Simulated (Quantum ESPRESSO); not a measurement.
# O on top sites of RuAl(110): a series in the coverage, part 9 of 10

Wanted: a table for O on top sites of RuAl(110) against the coverage, and what can be fitted to it.

Quantum ESPRESSO 7.5; plane-wave DFT, PBE, GBRV ultrasoft pseudopotentials.

So far. Step 8 (Self-consistent run, 0.1667 ML): Inside the slab this potential holds the local part of the pseudopotentials, which can be repulsive at the nuclei; only its value in the vacuum has a meaning of its own. Step 9 (Relaxation with pw.x, 0.75 ML): The relaxation lowers the energy by 166 meV an atom. On the free atoms the largest force ends at 0.023 eV/Å.

The structure was built from a prototype and need not be the compound's stable phase.

## (10) Ground state, 0.75 ML

File m6.esm.in:

```
&control
  prefix = 'm6.esm'
  outdir = './out'
  pseudo_dir = './pseudo'
  calculation = 'scf'
  tprnfor = .true.
/
&system
  ibrav = 0
  nat = 27
  ntyp = 3
  ecutwfc = 40
  ecutrho = 200
  occupations = 'smearing'
  smearing = 'mv'
  degauss = 0.02
  assume_isolated = 'esm'
  esm_bc = 'bc1'
/
&electrons
  conv_thr = 1e-07
  mixing_beta = 0.25
  electron_maxstep = 160
  mixing_mode = 'local-TF'
  mixing_ndim = 12
/
ATOMIC_SPECIES
  Ru  101.0700  ru_pbe_v1.2.uspp.F.UPF
  Al  26.9815  al_pbe_v1.uspp.F.UPF
  O   15.9990  o_pbe_v1.2.uspp.F.UPF
CELL_PARAMETERS angstrom
  6.00796582800000 0.00000000000000 0.00000000000000
  0.00000000000000 8.49361459400000 0.00000000000000
  0.00000000000000 0.00000000000000 20.43660440676306
ATOMIC_POSITIONS crystal
  Ru  0.000000000000 0.500000000000 -0.155521221550
  Ru  0.500000000000 0.000000000000 -0.155521221550
  Ru  0.500000000000 0.500000000000 -0.155521221550
  Ru  0.000000000000 0.000000000000 -0.155521221550
  Al  0.250000000000 0.750000000000 -0.155521221550
  Al  0.750000000000 0.250000000000 -0.155521221550
  Al  0.750000000000 0.750000000000 -0.155521221550
  Al  0.250000000000 0.250000000000 -0.155521221550
  Ru  0.000000000000 0.750000000000 -0.051619242250
  Ru  0.500000000000 0.250000000000 -0.051619242250
  Ru  0.500000000000 0.750000000000 -0.051619242250
  Ru  0.000000000000 0.250000000000 -0.051619242250
  Al  0.250000000000 0.500000000000 -0.051619242250
  Al  0.750000000000 0.000000000000 -0.051619242250
  Al  0.750000000000 0.500000000000 -0.051619242250
  Al  0.250000000000 0.000000000000 -0.051619242250
  Ru  0.000000000000 0.500000000000 0.067208103650
  Ru  0.500000000000 0.000000000000 0.071792963250
  Ru  0.500000000000 0.500000000000 0.066843852750
  Ru  0.000000000000 0.000000000000 0.051270049650
  Al  0.248577544700 0.752656284900 0.046603501150
  Al  0.751422455300 0.247343715100 0.046603501150
  Al  0.751422455300 0.752656284900 0.046603501150
  Al  0.248577544700 0.247343715100 0.046603501150
  O   0.000000000000 0.500000000000 0.151380090950
  O   0.500000000000 0.000000000000 0.155521221550
  O   0.500000000000 0.500000000000 0.150838035250
K_POINTS automatic
  4 3 1 0 0 0
```

Command:

```console
> OMP_NUM_THREADS=1 mpirun -n 16 pw.x -nk 1 -in m6.esm.in > m6.esm.out
```

The log of the run:

```text
[banner, memory and clock lines left out]
Program PWSCF v.7.5 starts
[...]
Message from routine setup:
[...]
number of electrons       =       246.00
     number of Kohn-Sham states=          148
     kinetic-energy cutoff     =      40.0000  Ry
     charge density cutoff     =     200.0000  Ry
[...]
number of k points=     6  Marzari-Vanderbilt smearing, width (Ry)=  0.0200
[...]
Dense  grid:   336231 G-vectors     FFT dimensions: (  54,  75, 180)
[...]
negative rho (up, down):  9.461E-01 0.000E+00
     Starting wfcs are  216 randomized atomic wfcs
[...]
negative rho (up, down):  9.537E-01 0.000E+00
[...]
estimated scf accuracy    <     363.02295557 Ry
[...]
negative rho (up, down):  1.012E+00 0.000E+00
[...]
estimated scf accuracy    <      94.67372768 Ry
[...]
negative rho (up, down):  1.071E+00 0.000E+00
[...]
estimated scf accuracy    <      31.70744269 Ry
[...]
negative rho (up, down):  1.105E+00 0.000E+00
[...]
estimated scf accuracy    <      13.73336136 Ry
[...]
negative rho (up, down):  1.079E+00 0.000E+00
[...]
estimated scf accuracy    <      69.55415575 Ry
[...]
negative rho (up, down):  1.066E+00 0.000E+00
[...]
estimated scf accuracy    <      50.26929458 Ry
[...]
negative rho (up, down):  1.032E+00 0.000E+00
[...]
estimated scf accuracy    <      33.29399419 Ry
[...]
negative rho (up, down):  1.024E+00 0.000E+00
[...]
estimated scf accuracy    <       4.91176492 Ry
[...]
negative rho (up, down):  1.009E+00 0.000E+00
[...]
estimated scf accuracy    <       5.21334603 Ry
[...]
negative rho (up, down):  1.021E+00 0.000E+00
[...]
estimated scf accuracy    <      16.80170332 Ry
[...]
negative rho (up, down):  9.972E-01 0.000E+00
[...]
estimated scf accuracy    <       7.90643731 Ry
[...]
negative rho (up, down):  9.848E-01 0.000E+00
[...]
estimated scf accuracy    <      11.12996288 Ry
[...]
negative rho (up, down):  9.283E-01 0.000E+00
[...]
estimated scf accuracy    <       0.00010549 Ry
[...]
negative rho (up, down):  9.285E-01 0.000E+00
[...]
estimated scf accuracy    <       0.00002719 Ry
[...]
negative rho (up, down):  9.284E-01 0.000E+00
[...]
estimated scf accuracy    <       0.00001081 Ry
[...]
negative rho (up, down):  9.284E-01 0.000E+00
[...]
estimated scf accuracy    <       0.00000656 Ry
[...]
negative rho (up, down):  9.288E-01 0.000E+00
[...]
estimated scf accuracy    <       0.00000185 Ry
[...]
negative rho (up, down):  9.288E-01 0.000E+00
[...]
estimated scf accuracy    <       0.00000064 Ry
[...]
negative rho (up, down):  9.288E-01 0.000E+00
[...]
estimated scf accuracy    <       0.00000054 Ry
[...]
negative rho (up, down):  9.288E-01 0.000E+00
[...]
estimated scf accuracy    <       0.00000033 Ry
[...]
negative rho (up, down):  9.289E-01 0.000E+00
[...]
estimated scf accuracy    <       0.00000018 Ry
[...]
negative rho (up, down):  9.288E-01 0.000E+00
[...]
the Fermi energy is    -5.5142 ev
!    total energy              =   -2508.42090027 Ry
     estimated scf accuracy    <       0.00000007 Ry
     smearing contrib. (-TS)   =       0.00686188 Ry
     internal energy E=F+TS    =   -2508.42776215 Ry
[...]
one-electron contribution =   17929.68800528 Ry
     hartree contribution      =   -9017.86436615 Ry
     xc contribution           =    -384.46779969 Ry
     ewald contribution        =  -11035.78360159 Ry
     convergence has been achieved in  51 iterations
     negative rho (up, down):  9.288E-01 0.000E+00
[...]
Total force =     0.035505     Total SCF correction =     0.001628
[...]
```

Wall time 6.8 min (16 MPI ranks of Arm Neoverse V1, shared host); peak memory 3.1 GiB; 1.8 h of CPU time.

Numbers from this step:

```
free energy                                                    : -34128.8050 eV
Fermi energy                                                   : -5.514 eV
vacuum line at the lower end of the cell, over the Fermi level : 4.720 eV
vacuum line at the upper end of the cell, over the Fermi level : 6.308 eV
```

Inside the slab this potential holds the local part of the pseudopotentials, which can be repulsive at the nuclei; only its value in the vacuum has a meaning of its own.

## (11) Relaxation with pw.x, 1 ML

System of this step: RuAl(110), 3 layers, 1 sites a cell, 1 O on top sites. The cell holds 7 atoms: 3 Ru, 3 Al and 1 O. Cell: a = 3.004 Å, b = 4.247 Å, c = 20.437 Å, α = 90.0°, β = 90.0°, γ = 90.0°. It derives from RuAl. Vacuum lies along c.

File m7.relax.in:

```
&control
  prefix = 'm7.relax'
  outdir = './out'
  pseudo_dir = './pseudo'
  nstep = 70
  forc_conv_thr = 0.0015
  calculation = 'relax'
/
&system
  ibrav = 0
  nat = 7
  ntyp = 3
  ecutwfc = 40
  ecutrho = 200
  occupations = 'smearing'
  smearing = 'mv'
  degauss = 0.02
/
&electrons
  conv_thr = 1e-07
  mixing_beta = 0.3
  electron_maxstep = 120
  mixing_mode = 'local-TF'
/
&ions
/
ATOMIC_SPECIES
  Ru  101.0700  ru_pbe_v1.2.uspp.F.UPF
  Al  26.9815  al_pbe_v1.uspp.F.UPF
  O   15.9990  o_pbe_v1.2.uspp.F.UPF
CELL_PARAMETERS angstrom
  3.00398291400000 0.00000000000000 0.00000000000000
  0.00000000000000 4.24680729700000 0.00000000000000
  0.00000000000000 0.00000000000000 20.43660440676306
ATOMIC_POSITIONS crystal
  Ru  0.000000000000 0.000000000000 0.344005725154 0 0 0
  Al  0.500000000000 0.500000000000 0.344005725154 0 0 0
  Ru  0.000000000000 0.500000000000 0.447907704477 0 0 0
  Al  0.500000000000 0.000000000000 0.447907704477 0 0 0
  Ru  0.000000000000 0.000000000000 0.551809683800
  Al  0.500000000000 0.500000000000 0.551809683800
  O   0.000000000000 0.000000000000 0.655994274846
K_POINTS automatic
  8 5 1 0 0 0
```

Command:

```console
> OMP_NUM_THREADS=1 mpirun -n 16 pw.x -nk 2 -in m7.relax.in > m7.relax.out
```

The log of the run:

```text
[banner, memory and clock lines left out]
Program PWSCF v.7.5 starts
[...]
Message from routine setup:
[...]
number of electrons       =        63.00
     number of Kohn-Sham states=           38
     kinetic-energy cutoff     =      40.0000  Ry
     charge density cutoff     =     200.0000  Ry
[...]
number of k points=    15  Marzari-Vanderbilt smearing, width (Ry)=  0.0200
[...]
Dense  grid:    83965 G-vectors     FFT dimensions: (  25,  40, 180)
[...]
negative rho (up, down):  2.331E-01 0.000E+00
     Starting wfcs are   55 randomized atomic wfcs
[...]
negative rho (up, down):  2.316E-01 0.000E+00
[...]
estimated scf accuracy    <      84.07037812 Ry
[...]
negative rho (up, down):  2.355E-01 0.000E+00
[...]
estimated scf accuracy    <      13.12440028 Ry
[...]
negative rho (up, down):  2.381E-01 0.000E+00
[...]
estimated scf accuracy    <       3.53263359 Ry
[...]
negative rho (up, down):  2.366E-01 0.000E+00
[...]
estimated scf accuracy    <       0.44251682 Ry
[...]
negative rho (up, down):  2.367E-01 0.000E+00
[...]
estimated scf accuracy    <       3.45904213 Ry
[...]
negative rho (up, down):  2.352E-01 0.000E+00
[...]
estimated scf accuracy    <       0.15352027 Ry
[...]
negative rho (up, down):  2.340E-01 0.000E+00
[...]
estimated scf accuracy    <       1.43069139 Ry
[...]
negative rho (up, down):  2.332E-01 0.000E+00
[...]
estimated scf accuracy    <       0.09479483 Ry
[...]
negative rho (up, down):  2.319E-01 0.000E+00
[...]
estimated scf accuracy    <       0.30188047 Ry
[...]
negative rho (up, down):  2.302E-01 0.000E+00
[...]
estimated scf accuracy    <       0.02181266 Ry
[...]
negative rho (up, down):  2.292E-01 0.000E+00
[...]
estimated scf accuracy    <       0.03176673 Ry
[...]
negative rho (up, down):  2.290E-01 0.000E+00
[...]
estimated scf accuracy    <       0.02878911 Ry
[...]
negative rho (up, down):  2.294E-01 0.000E+00
[...]
estimated scf accuracy    <       0.00461441 Ry
[...]
negative rho (up, down):  2.314E-01 0.000E+00
[...]
estimated scf accuracy    <       0.00430943 Ry
[...]
negative rho (up, down):  2.310E-01 0.000E+00
[...]
estimated scf accuracy    <       0.00093723 Ry
[...]
negative rho (up, down):  2.331E-01 0.000E+00
[...]
estimated scf accuracy    <       0.00108111 Ry
[...]
negative rho (up, down):  2.320E-01 0.000E+00
[...]
estimated scf accuracy    <       0.00025432 Ry
[...]
negative rho (up, down):  2.316E-01 0.000E+00
[...]
estimated scf accuracy    <       0.00020348 Ry
[...]
negative rho (up, down):  2.307E-01 0.000E+00
[...]
estimated scf accuracy    <       0.00004562 Ry
[...]
negative rho (up, down):  2.299E-01 0.000E+00
[...]
estimated scf accuracy    <       0.00001443 Ry
[...]
negative rho (up, down):  2.294E-01 0.000E+00
[...]
estimated scf accuracy    <       0.00000723 Ry
[...]
negative rho (up, down):  2.293E-01 0.000E+00
[...]
estimated scf accuracy    <       0.00000122 Ry
[...]
negative rho (up, down):  2.292E-01 0.000E+00
[...]
estimated scf accuracy    <       0.00000031 Ry
[...]
negative rho (up, down):  2.291E-01 0.000E+00
[...]
estimated scf accuracy    <       0.00000012 Ry
[...]
negative rho (up, down):  2.291E-01 0.000E+00
[...]
the Fermi energy is     1.1119 ev
!    total energy              =    -635.05467995 Ry
     estimated scf accuracy    <       0.00000002 Ry
     smearing contrib. (-TS)   =      -0.00036542 Ry
     internal energy E=F+TS    =    -635.05431453 Ry
[...]
one-electron contribution =   -3180.07861640 Ry
     hartree contribution      =    1593.17706235 Ry
     xc contribution           =     -97.71382654 Ry
     ewald contribution        =    1049.56106606 Ry
     convergence has been achieved in  25 iterations
     negative rho (up, down):  2.291E-01 0.000E+00
[...]
Total force =     0.252993     Total SCF correction =     0.000436
[...]
negative rho (up, down):  2.299E-01 0.000E+00
[...]
negative rho (up, down):  2.304E-01 0.000E+00
[...]
estimated scf accuracy    <       1.08241559 Ry
[...]
negative rho (up, down):  2.305E-01 0.000E+00
[...]
estimated scf accuracy    <       0.23396344 Ry
[...]
negative rho (up, down):  2.310E-01 0.000E+00
[...]
estimated scf accuracy    <       0.03558932 Ry
[...]
negative rho (up, down):  2.314E-01 0.000E+00
[...]
estimated scf accuracy    <       0.01471551 Ry
[...]
negative rho (up, down):  2.318E-01 0.000E+00
[...]
estimated scf accuracy    <       0.00377618 Ry
[...]
negative rho (up, down):  2.318E-01 0.000E+00
[...]
estimated scf accuracy    <       0.00013833 Ry
[...]
negative rho (up, down):  2.317E-01 0.000E+00
[...]
estimated scf accuracy    <       0.00031329 Ry
[...]
negative rho (up, down):  2.315E-01 0.000E+00
[...]
estimated scf accuracy    <       0.00001591 Ry
[...]
negative rho (up, down):  2.313E-01 0.000E+00
[...]
estimated scf accuracy    <       0.00008464 Ry
[...]
negative rho (up, down):  2.310E-01 0.000E+00
[...]
estimated scf accuracy    <       0.00000830 Ry
[...]
negative rho (up, down):  2.308E-01 0.000E+00
[...]
estimated scf accuracy    <       0.00000322 Ry
[...]
negative rho (up, down):  2.307E-01 0.000E+00
[...]
estimated scf accuracy    <       0.00000094 Ry
[...]
negative rho (up, down):  2.306E-01 0.000E+00
[...]
estimated scf accuracy    <       0.00000045 Ry
[...]
negative rho (up, down):  2.306E-01 0.000E+00
[...]
estimated scf accuracy    <       0.00000012 Ry
[...]
negative rho (up, down):  2.306E-01 0.000E+00
[...]
the Fermi energy is     1.3213 ev
!    total energy              =    -635.11594095 Ry
     estimated scf accuracy    <       0.00000003 Ry
     smearing contrib. (-TS)   =      -0.00082905 Ry
     internal energy E=F+TS    =    -635.11511191 Ry
[...]
one-electron contribution =   -3170.82169108 Ry
     hartree contribution      =    1588.71349794 Ry
     xc contribution           =     -97.76193404 Ry
     ewald contribution        =    1044.75501527 Ry
     convergence has been achieved in  15 iterations
     negative rho (up, down):  2.306E-01 0.000E+00
[...]
Total force =     0.217690     Total SCF correction =     0.000390
[...]
WARNING: bfgs curvature condition failed, Theta= 0.933
[...]
negative rho (up, down):  2.311E-01 0.000E+00
[...]
estimated scf accuracy    <       0.00000002 Ry
[...]
negative rho (up, down):  2.296E-01 0.000E+00
[...]
the Fermi energy is     1.6660 ev
!    total energy              =    -635.15649807 Ry
     estimated scf accuracy    <          7.1E-09 Ry
     smearing contrib. (-TS)   =      -0.00002788 Ry
     internal energy E=F+TS    =    -635.15647019 Ry
[...]
one-electron contribution =   -3158.76270744 Ry
     hartree contribution      =    1582.90803904 Ry
     xc contribution           =     -97.89136596 Ry
     ewald contribution        =    1038.58956416 Ry
     convergence has been achieved in  12 iterations
     negative rho (up, down):  2.296E-01 0.000E+00
[...]
Total force =     0.034146     Total SCF correction =     0.000042
[...]
negative rho (up, down):  2.297E-01 0.000E+00
[...]
negative rho (up, down):  2.298E-01 0.000E+00
[...]
estimated scf accuracy    <       0.01030641 Ry
[...]
negative rho (up, down):  2.298E-01 0.000E+00
[...]
estimated scf accuracy    <       0.00120503 Ry
[...]
negative rho (up, down):  2.299E-01 0.000E+00
[...]
estimated scf accuracy    <       0.00073868 Ry
[...]
negative rho (up, down):  2.301E-01 0.000E+00
[...]
estimated scf accuracy    <       0.00034116 Ry
[...]
negative rho (up, down):  2.301E-01 0.000E+00
[...]
estimated scf accuracy    <       0.00001676 Ry
[...]
negative rho (up, down):  2.301E-01 0.000E+00
[...]
estimated scf accuracy    <       0.00001111 Ry
[...]
negative rho (up, down):  2.300E-01 0.000E+00
[...]
estimated scf accuracy    <       0.00000319 Ry
[...]
negative rho (up, down):  2.300E-01 0.000E+00
[...]
estimated scf accuracy    <       0.00000099 Ry
[...]
negative rho (up, down):  2.299E-01 0.000E+00
[...]
estimated scf accuracy    <       0.00000036 Ry
[...]
negative rho (up, down):  2.299E-01 0.000E+00
[...]
estimated scf accuracy    <       0.00000018 Ry
[...]
negative rho (up, down):  2.298E-01 0.000E+00
[...]
estimated scf accuracy    <       0.00000008 Ry
[...]
negative rho (up, down):  2.298E-01 0.000E+00
[...]
estimated scf accuracy    <       0.00000002 Ry
[...]
negative rho (up, down):  2.298E-01 0.000E+00
[...]
the Fermi energy is     1.6573 ev
!    total energy              =    -635.15839897 Ry
     estimated scf accuracy    <          5.0E-09 Ry
     smearing contrib. (-TS)   =       0.00006972 Ry
     internal energy E=F+TS    =    -635.15846869 Ry
[...]
one-electron contribution =   -3155.12468947 Ry
     hartree contribution      =    1581.05931327 Ry
     xc contribution           =     -97.89746768 Ry
     ewald contribution        =    1036.80437520 Ry
     convergence has been achieved in  13 iterations
     negative rho (up, down):  2.298E-01 0.000E+00
[...]
Total force =     0.025927     Total SCF correction =     0.000110
[...]
negative rho (up, down):  2.310E-01 0.000E+00
[...]
negative rho (up, down):  2.312E-01 0.000E+00
[...]
estimated scf accuracy    <       0.02602903 Ry
[...]
negative rho (up, down):  2.312E-01 0.000E+00
[...]
estimated scf accuracy    <       0.00294883 Ry
[...]
negative rho (up, down):  2.315E-01 0.000E+00
[...]
estimated scf accuracy    <       0.00174839 Ry
[...]
negative rho (up, down):  2.317E-01 0.000E+00
[...]
estimated scf accuracy    <       0.00084819 Ry
[...]
negative rho (up, down):  2.318E-01 0.000E+00
[...]
estimated scf accuracy    <       0.00004065 Ry
[...]
negative rho (up, down):  2.317E-01 0.000E+00
[...]
estimated scf accuracy    <       0.00002907 Ry
[...]
negative rho (up, down):  2.316E-01 0.000E+00
[...]
estimated scf accuracy    <       0.00000821 Ry
[...]
negative rho (up, down):  2.315E-01 0.000E+00
[...]
estimated scf accuracy    <       0.00000343 Ry
[...]
negative rho (up, down):  2.314E-01 0.000E+00
[...]
estimated scf accuracy    <       0.00000097 Ry
[...]
negative rho (up, down):  2.313E-01 0.000E+00
[...]
estimated scf accuracy    <       0.00000035 Ry
[...]
negative rho (up, down):  2.313E-01 0.000E+00
[...]
estimated scf accuracy    <       0.00000020 Ry
[...]
negative rho (up, down):  2.312E-01 0.000E+00
[...]
estimated scf accuracy    <       0.00000005 Ry
[...]
negative rho (up, down):  2.312E-01 0.000E+00
[...]
the Fermi energy is     1.6353 ev
!    total energy              =    -635.16054729 Ry
     estimated scf accuracy    <          1.6E-09 Ry
     smearing contrib. (-TS)   =       0.00042010 Ry
     internal energy E=F+TS    =    -635.16096739 Ry
[...]
one-electron contribution =   -3142.59505660 Ry
     hartree contribution      =    1574.72281038 Ry
     xc contribution           =     -97.91110401 Ry
     ewald contribution        =    1030.62238284 Ry
     convergence has been achieved in  14 iterations
     negative rho (up, down):  2.304E-01 0.000E+00
[...]
Total force =     0.008241     Total SCF correction =     0.000026
[...]
negative rho (up, down):  2.303E-01 0.000E+00
[...]
negative rho (up, down):  2.303E-01 0.000E+00
[...]
estimated scf accuracy    <       0.00065403 Ry
[...]
negative rho (up, down):  2.303E-01 0.000E+00
[...]
estimated scf accuracy    <       0.00011268 Ry
[...]
negative rho (up, down):  2.304E-01 0.000E+00
[...]
estimated scf accuracy    <       0.00002581 Ry
[...]
negative rho (up, down):  2.304E-01 0.000E+00
[...]
estimated scf accuracy    <       0.00001011 Ry
[...]
negative rho (up, down):  2.304E-01 0.000E+00
[...]
estimated scf accuracy    <       0.00000045 Ry
[...]
negative rho (up, down):  2.304E-01 0.000E+00
[...]
estimated scf accuracy    <       0.00000034 Ry
[...]
negative rho (up, down):  2.304E-01 0.000E+00
[...]
estimated scf accuracy    <       0.00000007 Ry
[...]
negative rho (up, down):  2.304E-01 0.000E+00
[...]
estimated scf accuracy    <       0.00000002 Ry
[...]
negative rho (up, down):  2.303E-01 0.000E+00
[...]
estimated scf accuracy    <          3.7E-09 Ry
[...]
negative rho (up, down):  2.303E-01 0.000E+00
[...]
the Fermi energy is     1.6349 ev
!    total energy              =    -635.16061041 Ry
     estimated scf accuracy    <          1.8E-09 Ry
     smearing contrib. (-TS)   =       0.00041448 Ry
     internal energy E=F+TS    =    -635.16102490 Ry
[...]
one-electron contribution =   -3141.32163140 Ry
     hartree contribution      =    1574.08686421 Ry
     xc contribution           =     -97.90857601 Ry
     ewald contribution        =    1029.98231830 Ry
     convergence has been achieved in  10 iterations
     negative rho (up, down):  2.303E-01 0.000E+00
[...]
Total force =     0.007486     Total SCF correction =     0.000096
[...]
WARNING: bfgs curvature condition failed, Theta= 0.917
[...]
negative rho (up, down):  2.300E-01 0.000E+00
[...]
negative rho (up, down):  2.300E-01 0.000E+00
[...]
estimated scf accuracy    <       0.00197116 Ry
[...]
negative rho (up, down):  2.300E-01 0.000E+00
[...]
estimated scf accuracy    <       0.00031915 Ry
[...]
negative rho (up, down):  2.300E-01 0.000E+00
[...]
estimated scf accuracy    <       0.00008024 Ry
[...]
negative rho (up, down):  2.301E-01 0.000E+00
[...]
estimated scf accuracy    <       0.00003244 Ry
[...]
negative rho (up, down):  2.301E-01 0.000E+00
[...]
estimated scf accuracy    <       0.00000159 Ry
[...]
negative rho (up, down):  2.301E-01 0.000E+00
[...]
estimated scf accuracy    <       0.00000137 Ry
[...]
negative rho (up, down):  2.301E-01 0.000E+00
[...]
estimated scf accuracy    <       0.00000015 Ry
[...]
negative rho (up, down):  2.300E-01 0.000E+00
[...]
estimated scf accuracy    <       0.00000006 Ry
[...]
negative rho (up, down):  2.300E-01 0.000E+00
[...]
estimated scf accuracy    <       0.00000001 Ry
[...]
```

It took 2.5 min on 16 MPI ranks; peak memory 1.1 GiB.

(Part 9 of 10 ends here.)

[Logs are printed without paths, hosts, clocks, repeated set-up lines and the standing remarks that a program may print on its own settings, such as how far it seeks lower states.]

[Hosts, paths, dates, database ids (printed as entryN), source tags and the programs' standing remarks are cut or masked in the printed files.]

[Maps of the electrostatic potential energy from Ansatz leave out the sawtooth potential of an applied field or a dipole correction, so their vacuum need not be flat; planar profiles and work functions include it.]
